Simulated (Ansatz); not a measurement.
# Gap against volume in glassy Ca3Al2Si3O12 (100 atoms)

Density of this cell: 2.76 g/cm³. The cell holds 100 atoms: 10 Al, 15 Ca, 60 O and 15 Si. Its edges and angles: a = 11.108 Å, b = 11.157 Å, c = 10.930 Å, α = 89.1°, β = 91.7°, γ = 89.2°. The starting structure: 100 atoms (10 Al, 15 Ca, 60 O, 15 Si) placed at random at 2.84 g/cm³, melted at 4500 K for 20 ps at fixed volume with the Morse and Coulomb pair potential with partial charges (Pedone, Malavasi, Menziani, Cormack and Segre, J. Phys. Chem. B 110, 11780 (2006)). Quenched from 4500 K to 300 K at 20 K/ps and fixed volume, held 20 ps at zero pressure.

Calculated with Ansatz 0.2.0: Kohn-Sham DFT, PBE, PAW (set soft_2), plane waves; cutoff 420 eV, Γ point, fixed occupations. The relaxed cell was scaled evenly and the atoms were relaxed at each volume. The gap is that between the highest filled and the lowest empty Kohn-Sham level on the run's k-points.

```
volume (Å³/atom)  gap (eV)
          12.182               3.981
          12.724               3.969
          13.130               3.926
          13.536               3.814
          13.942                   ?
          14.348               3.728
```

Task: Fit a straight line in ln V to the rows given and interpolate to the withheld row.

Worked fit:

A volume deformation potential makes the spacing linear in u = ln(V/V0), with V0 = 13.536 Å³ the relaxed volume; v is the spacing.

```
u = ln(V/V0)  v (eV)
   -0.105362  3.9814
  -0.0618755  3.9686
  -0.0304591  3.9263
           0  3.8138
   0.0582688  3.7281
```

With n = 5: mean u = -0.0278855, mean v = 3.88364, Σ(u − ū)² = 0.015365, Σ(u − ū)(v − v̄) = -0.025920. Slope b = -0.025920 / 0.015365 = -1.6870; intercept a = v̄ − b ū = 3.8366.

At the withheld volume u = 0.02956, and v = a + b u.

Prediction at 13.942: 3.787 eV. The run gave 3.698 eV, so the fit is high by 0.089 eV (2.4 % of the value).

The rows follow a line only loosely (correlation 0.94 in size over all rows, under the 0.97 asked here), so the slope of -1.69 eV is a mean trend and no deformation potential. Among the rows given, the largest miss of the fit is at 13.130, by 0.038 eV (14 % of the range of the table).

Limits: The table spans 16 % in volume, wide for a linear law. Semilocal functionals tend to put gaps under measured ones. Only the Γ point is sampled. Atoms move by up to 0.8 Å in these relaxations, so the structure changes along the series. Defect or tail levels can set the spacing of a disordered cell.

[Logs are printed without paths, hosts, clocks, repeated set-up lines and the standing remarks that a program may print on its own settings, such as how far it seeks lower states.]

[Hosts, paths, dates, database ids (printed as entryN), source tags and the programs' standing remarks are cut or masked in the printed files.]
